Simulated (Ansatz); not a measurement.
# BaIBr (Pnma): a band-gap study from r2SCAN to G0W0 at the band limit, part 3 of 3

Wanted: the gap of BaIBr (Pnma) by functionals, hybrids and G0W0, carried to the basis limit, with what remains uncertain.

Ansatz 0.2.0; density functionals, hybrids, G0W0, plane waves, PAW. Known limits of the many-body steps: not at the basis limit; no spin-orbit coupling; coarse k mesh.

So far. Step 10 (G0W0@r2SCAN, 2×2×2 mesh, 638 empty bands, screening to …): Against the run with 2×4×2 mesh, 638 empty bands, screening to 72 eV, the gap moves by −0.02 eV. Step 11 (G0W0@HSE06, 2×4×2 mesh, 638 empty bands, screening to …): Against the run with 2×4×2 mesh, 638 empty bands, screening to 72 eV on r2SCAN, the gap moves by +0.14 eV, while the start moved by +0.51 eV.

In doubt: masses and optical values from hybrid runs of this build are listed as unsure (steps 11, 14), which bears on the screening that GW takes from such a start.

## 12. G0W0@r2SCAN, 2×4×2 mesh, 638 empty bands, screening to 72 eV, plasmon pole

A plasmon pole stands in for the full frequency dependence of the screening; this run shows what that costs in accuracy.

This step: G0W0 on r2SCAN, plane waves, PAW.

Contents of input.yaml:

```yaml
crystal:
  lattice:
    - [8.81446039, 0.0, 0.0]
    - [0.0, 5.12429103, 0.0]
    - [0.0, 0.0, 10.19167839]
  atoms:
    - { symbol: Ba, position: [0.72882454, 0.25, 0.37513703] }
    - { symbol: Ba, position: [0.27117546, 0.75, 0.62486297] }
    - { symbol: Ba, position: [0.77117546, 0.75, 0.87513703] }
    - { symbol: Ba, position: [0.22882454, 0.25, 0.12486297] }
    - { symbol: I, position: [0.47161056, 0.25, 0.83177655] }
    - { symbol: I, position: [0.52838944, 0.75, 0.16822345] }
    - { symbol: I, position: [0.02838944, 0.75, 0.33177655] }
    - { symbol: I, position: [0.97161056, 0.25, 0.66822345] }
    - { symbol: Br, position: [0.8564719, 0.25, 0.06668585] }
    - { symbol: Br, position: [0.1435281, 0.75, 0.93331415] }
    - { symbol: Br, position: [0.6435281, 0.75, 0.56668585] }
    - { symbol: Br, position: [0.3564719, 0.25, 0.43331415] }
kpoints:
  mp_grid: { grid: [2, 4, 2] }
hamiltonian:
  xc: r2scan
scf:
  occupations: { method: fixed }
gw:
  n_empty_bands: 638
  ecut_chi: 72
  qp_bands: [v2, c2]
  qp_kpoints: band_edges
  screening: { model: godby_needs }
```

On the command line:

```console
$ ansatz run input.yaml --threads 32 --pin off --max-ram 129024MiB --backend cuda --events-out ev --progress --plain --runs-dir out --devices 1 --max-vram 157GiB
```

Numbers of over 12 decimals in the logs are rounded to 6 here.

Output:

```text
GPUs: using 1 of 1 available (devices: 1).
[...]
GPU FFT provider: cuFFT
GPU libraries: cuBLAS 13.8.1, cuFFT 12.4.0, cuSOLVER 12.3.2
[...]
Crystal: 12 atoms, lattice volume = 460.336 Å³
Basis set: ecut = 500 eV, 11719 PW (Γ), exchange–correlation on 288×160×300 points (64 copies of the dense FFT grid, shifted against one another)
[...]
1    70      9.2005    -5.4348    -3.4351    -9.4909  0.8422     9.8240     9.8216  root
[...]
11    67      4.3556   -17.7726     1.9938   -14.9308  0.8217     3.5040     3.5077  root
    11    68      4.3556   -17.7726     1.9938   -14.9308  0.8217     3.5040     3.5077  root
    11    69     10.3159    -6.2493    -3.6556   -10.6664  0.8371    11.0814    11.0775  root
    11    70     10.3159    -6.2493    -3.6556   -10.6664  0.8371    11.0814    11.0775  root
[key lines of the parts left out:]
SCF converged after 6 iterations
Free energy (F): -65169.665023 eV
Fermi energy:    4.736177 eV
```

Wall time 18 s (1 × NVIDIA GB200 with 32 threads of Arm Neoverse V2, shared host); peak memory 6.5 GiB.

Numbers from this step:

```yaml
bands_summed: 706
plasmon_pole_fit_frequency: 20.18 eV
rpa_eps_infinity_on_this_mesh_eigenvalues: 3.375, 3.375, 3.376
plane_waves_in_the_screening_matrix: 629
g0w0_gap_on_the_mesh: 5.352 eV
k_of_the_valence_top: 0, 0, 0
k_of_the_conduction_bottom: 0, 0, 0
starting_gap_on_the_mesh: 3.992 eV
least_direct_g0w0_gap_on_the_computed_points: 5.352 eV
```

Against the run with 2×4×2 mesh, 638 empty bands, screening to 72 eV, the gap moves by −0.008 eV.

## 13. G0W0@r2SCAN, 2×4×2 mesh, 638 empty bands, screening to 72 eV, hard PAW files

Other atomic data (hard PAW) test the pseudisation: the cutoff goes from 500 to 680 eV and the valence electrons from 136 to 176, which opens shells that were frozen.

input.yaml, as its differences from that of step 12:

```diff
@@ -22,2 +22,3 @@
   xc: r2scan
+  pseudopotentials: { kind: paw, source: ansatz }
 scf:
@@ -29,2 +30,2 @@
   qp_kpoints: band_edges
-  screening: { model: godby_needs }
+  screening: { model: contour_deformation }
```

Output:

```text
GPUs: using 1 of 1 available (devices: 1).
[...]
Crystal: 12 atoms, lattice volume = 460.336 Å³
Basis set: ecut = 680 eV, 18563 PW (Γ), exchange–correlation on 432×256×500 points (64 copies of the dense FFT grid, shifted against one another)
Bands: 106, of which v1, the nominal top of the filled ones, is band 88 counted from 1 (87 counted from 0)
Symmetry: 8 space group operations
[...]
1    90      9.8605    -5.4303    -3.4387    -9.4873  0.8340    10.4825    10.4788  root
[...]
11    87      5.0158   -17.7697     1.9910   -14.9264  0.8055     4.1551     4.1635  root
    11    88      5.0158   -17.7697     1.9910   -14.9264  0.8055     4.1551     4.1635  root
    11    89     10.9759    -6.2449    -3.6711   -10.6640  0.8273    11.7299    11.7239  root
    11    90     10.9759    -6.2449    -3.6711   -10.6640  0.8273    11.7299    11.7239  root
[key lines of the parts left out:]
SCF converged after 9 iterations
Free energy (F): -78533.709008 eV
Fermi energy:    5.396300 eV
```

Elapsed: 31 s, on 1 × NVIDIA GB200 with 32 threads; peak memory 11 GiB; 2 min of CPU time.

This step gave:

* bands summed: 726
* RPA ε∞ on this mesh (eigenvalues): 3.375, 3.375, 3.376
* plane waves in the screening matrix: 629
* G0W0 gap on the mesh: 5.363 eV
* k of the valence top: 0, 0, 0
* k of the conduction bottom: 0, 0, 0
* starting gap on the mesh: 3.992 eV
* least direct G0W0 gap on the computed points: 5.363 eV

Against the run with 2×4×2 mesh, 638 empty bands, screening to 72 eV, the gap moves by +0.004 eV.

## 14. G0W0@PBE0, 2×4×2 mesh, 638 empty bands, screening to 72 eV

This step: G0W0 on PBE0, plane waves, PAW.

input.yaml, as its differences from that of step 13:

```diff
@@ -21,4 +21,3 @@
 hamiltonian:
-  xc: r2scan
-  pseudopotentials: { kind: paw, source: ansatz }
+  xc: pbe0
 scf:
```

Output:

```text
GPUs: using 1 of 1 available (devices: 1).
[...]
Crystal: 12 atoms, lattice volume = 460.336 Å³
Basis set: ecut = 420 eV, 8947 PW (Γ)
Bands: 82, of which v1, the nominal top of the filled ones, is band 68 counted from 1 (67 counted from 0)
Symmetry: 8 space group operations
[...]
k-points: 12 of 16
[...]
1    68      3.7136   -18.1178     1.7655   -16.0642  0.8296     3.4248     3.4254  root
     1    69      9.6850    -5.1818    -3.2582    -8.7042  0.8535     9.9497     9.9492  root
     1    70      9.6850    -5.1818    -3.2582    -8.7042  0.8535     9.9497     9.9492  root
[...]
11    67      3.5787   -17.7056     1.7477   -15.6489  0.8288     3.2689     3.2696  root
    11    68      3.5787   -17.7056     1.7477   -15.6489  0.8288     3.2689     3.2696  root
    11    69     10.8037    -5.9495    -3.4412    -9.7720  0.8489    11.1861    11.1849  root
    11    70     10.8037    -5.9495    -3.4412    -9.7720  0.8489    11.1861    11.1849  root
```

Run time: 67 s. Hardware: 1 × NVIDIA GB200 with 32 threads; peak memory 4.4 GiB; 3.9 min of CPU time.

This step gave:

- bands summed: 706
- RPA ε∞ on this mesh (eigenvalues): 3.050, 3.052, 3.053
- plane waves in the screening matrix: 629
- G0W0 gap on the mesh: 5.700 eV
- k of the valence top: 0, 0, 0
- k of the conduction bottom: 0, 0, 0
- starting gap on the mesh: 5.206 eV
- least direct G0W0 gap on the computed points: 5.700 eV

Against the run with 2×4×2 mesh, 638 empty bands, screening to 72 eV on HSE06, the gap moves by +0.20 eV, while the start moved by +0.70 eV.

## 15. The ladder

Times are wall times on 1 × NVIDIA GB200 with 32 threads of Arm Neoverse V2, shared host, good to a factor of about two. G0W0 rows are gaps on the mesh, lowered by the amount that the mesh misses the start's edges, a rough step that assumes the same correction there.

```
                                      level  gap (eV)  least direct gap (eV)   time
                                     r2SCAN      3.99                   3.99  2.9 s
                                        LDA      3.35                   3.35  1.8 s
                                 r2SCAN+SOC      3.74                   3.74  4.5 s
                                       PBE0      5.21                   5.21   12 s
              G0W0@r2SCAN (225 empty bands)      5.23                      -  9.5 s
              G0W0@r2SCAN (638 empty bands)      5.36                      -   18 s
             G0W0@r2SCAN (1374 empty bands)      5.52                      -   42 s
       G0W0@r2SCAN (638 empty bands, 2×2×2)      5.34                      -  9.1 s
               G0W0@HSE06 (638 empty bands)      5.50                      -   67 s
G0W0@r2SCAN (638 empty bands, plasmon pole)      5.35                      -   18 s
    G0W0@r2SCAN (638 empty bands, hard PAW)      5.36                      -   31 s
                G0W0@PBE0 (638 empty bands)      5.70                      -   67 s
```

## 16. Adding up the best estimate

```
                                                                   term      eV  running total (eV)
                                             G0W0 on the mesh, top rung   5.523               5.523
to the limit, by a line in one over the bands through the two top rungs  +0.157               5.680
                                         spin-orbit change, from r2SCAN  −0.256               5.424
```

Changes that are not added in, each against a run with equal bands and cutoff:

```
                                                 change      eV
the coarser 2×2×2 mesh (change of the correction alone)   −0.02
                                            start HSE06   +0.14
                plasmon pole in place of full frequency   −0.01
                                         hard PAW files  +0.004
                                             start PBE0   +0.34
```

## 17. Results

```json
{
 "r2SCAN gap": "3.99 eV, direct",
 "PBE0": "5.21 eV",
 "G0W0, top rung on the mesh": "5.52 eV",
 "best estimate, G0W0@r2SCAN with spin-orbit change": "5.42 eV",
 "GW settings of the top rung": "2×4×2 mesh, 1374 empty bands, screening to 120 eV",
 "known limits": "one-shot GW, static lattice"
}
```

The best estimate for G0W0@r2SCAN is 5.42 eV, direct on the mesh, against 3.74 eV at the start (both with spin-orbit coupling). The pair of rungs below gives a limit −0.23 eV away. Of the changes left open the largest, +0.34 eV, comes from starting at PBE0. Among the functionals PBE0 comes nearest: −0.47 eV from the estimate without its spin-orbit term (5.68 eV). The RPA ε∞ on the GW mesh averages 3.4 against 3.8 from perturbation theory, which takes a denser mesh of its own and holds the xc response as well. All runs took 5 min, 88 % of it in G0W0.

[Paths, hosts, dates, memory and timing lines, banners, echoed tables and standing remarks are left out of the program output.]

[Logs are printed without paths, hosts, clocks, repeated set-up lines and the standing remarks that a program may print on its own settings, such as how far it seeks lower states.]

[Runs of the session that timed out or met a known fault of the program may be left out.]

[Cells called generated may have been cut or substituted from an entry of the Crystallography Open Database or the Materials Project.]

[Hosts, paths, dates, database ids (printed as entryN), source tags and the programs' standing remarks are cut or masked in the printed files.]
